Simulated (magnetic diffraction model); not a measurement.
# Which magnetic order? FeB2H6

Space group P2_1/c (no. 14), a = 4.2350 Å, b = 6.7330 Å, c = 7.9690 Å, β = 120.53°.

```csv
site,atom,x,y,z
2a,Fe,0,0,0
4e,B,0.8674,0.8130,0.8165
4e,H,0.8029,0.6665,0.8576
4e,H,0.0636,0.7770,0.7708
4e,H,0.6049,0.8448,0.6708
```

This is a made-up structure (elements placed in a structure type, unrelaxed), so the numbers test the method and describe no known phase.

Only Fe is taken to order (form factors of Fe2+); orders and moment sizes are assumed, and not adapted to the symmetry. Radiation: neutrons of λ = 2.0775 Å (absorption by B left out), 1.5° to 55°; isotropic B of 0.24 Å² (Fe), 0.29 Å² (B) and 0.28 Å² (H). Simulated constant-wavelength pattern: nuclear and magnetic terms add, the magnetic one as |2.695 fm × Σ f S⊥ exp(2πi Q·r) exp(−B s²)|², summed over all Q at one angle with the factor 1/(sin²θ cos θ). For a modulated order the moment at position r is S exp(−2πi k·r) + c.c., with S = m/2 for a sine wave of amplitude m and S = m(u + iv)/2 for moments turning in a plane, u and v being orthogonal unit vectors in it; the phase factor of the sum at Q = H + k is then exp(2πi H·r). Free-ion form factors, Sears's scattering lengths of 1992, no absorption; a label names one of the reflections at its angle. The strongest nuclear line in the range is 100, and lines under 0.2 are left out.

Above the ordering temperature:

| 2θ (°) | index | I |
| --- | --- | --- |
| 24.96 | (0 1 1) | 100.0 |
| 33.09 | (1 0 0) | 21.6 |
| 33.70 | (1 1 -1) | 43.0 |
| 33.93 | (1 0 -2) | 17.6 |
| 35.23 | (0 0 2) | 25.9 |
| 35.94 | (0 2 0) | 25.9 |
| 38.54 | (1 1 -2) | 0.3 |
| 39.72 | (0 1 2) | 3.2 |
| 40.20 | (0 2 1) | 2.0 |
| 48.94 | (1 1 1) | 4.2 |
| 49.65 | (1 2 0) | 11.9 |
| 50.16 | (1 1 -3) | 11.5 |
| 50.26 | (1 2 -2) | 2.6 |
| 51.22 | (0 2 2) | 3.2 |

Below it (cell unchanged):

```csv
2θ (°),I
10.89,7.2
21.89,1.6
23.40,1.1
24.96,100.0
26.76,1.1
30.52,0.7
30.75,0.9
31.00,0.7
33.09,21.6
33.70,43.0
33.93,17.6
35.23,25.9
35.94,25.9
38.54,0.3
39.09,0.6
39.72,3.2
40.20,2.0
40.36,0.3
42.23,0.3
42.69,0.5
44.63,0.3
48.94,4.2
49.65,11.9
49.97,0.3
50.16,11.5
50.26,2.6
51.22,3.2
52.43,0.3
52.98,0.3
52.98,0.3
```

**Question.** Find the propagation vector, then choose among these models:
A. a sine wave with moments along [100] (amplitudes given), 1.94 μB on Fe; signs + at (0, 0, 0), + at (0, 1/2, 1/2)
B. moments turning in the plane of [100] and [010], 1.94 μB on Fe; signs + at (0, 0, 0), + at (0, 1/2, 1/2)
C. a sine wave with moments along [010] (amplitudes given), 1.94 μB on Fe; signs + at (0, 0, 0), + at (0, 1/2, 1/2)
D. moments turning in the plane of [001] and [100], 1.94 μB on Fe; signs + at (0, 0, 0), + at (0, 1/2, 1/2)

The new lines index as (1/3 0 0) at 10.89°, (2/3 0 0) at 21.89°, (1/3 1 -1) at 23.40° and (2/3 1 -1) at 26.76°, that is as H ± k with k = (1/3 0 0). Satellites come in pairs about each point of the reciprocal lattice.

Magnetic intensity, observed (below minus above) and for each model:

| 2θ (°) | index | observed | A | B | C | D |
| --- | --- | --- | --- | --- | --- | --- |
| 10.89 | (1/3 0 0) | 7.2 | 1.9 | 9.0 | 7.2 | 7.2 |
| 21.89 | (2/3 0 0) | 1.6 | 0.4 | 2.0 | 1.6 | 1.6 |
| 23.40 | (1/3 1 -1) | 1.1 | 2.3 | 3.4 | 1.1 | 4.3 |
| 26.76 | (2/3 1 -1) | 1.1 | 1.0 | 2.1 | 1.1 | 2.9 |
| 30.52 | (2/3 0 -2) | 0.7 | 0.4 | 1.2 | 0.7 | 0.7 |
| 30.75 | (1/3 1 1) | 0.9 | 1.3 | 2.2 | 0.9 | 1.9 |
| 37.67 | (1/3 2 0) | <0.2 | 0.8 | 0.9 | <0.2 | 1.6 |
| 42.48 | (2/3 2 0) | <0.2 | 0.5 | 0.6 | <0.2 | 1.0 |

Model C matches.

The structure used: k = (1/3 0 0), a sine wave with moments along [010] (amplitudes given), 1.94 μB on Fe; signs + at (0, 0, 0), + at (0, 1/2, 1/2).

[Logs are printed without paths, hosts, clocks, repeated set-up lines and the standing remarks that a program may print on its own settings, such as how far it seeks lower states.]
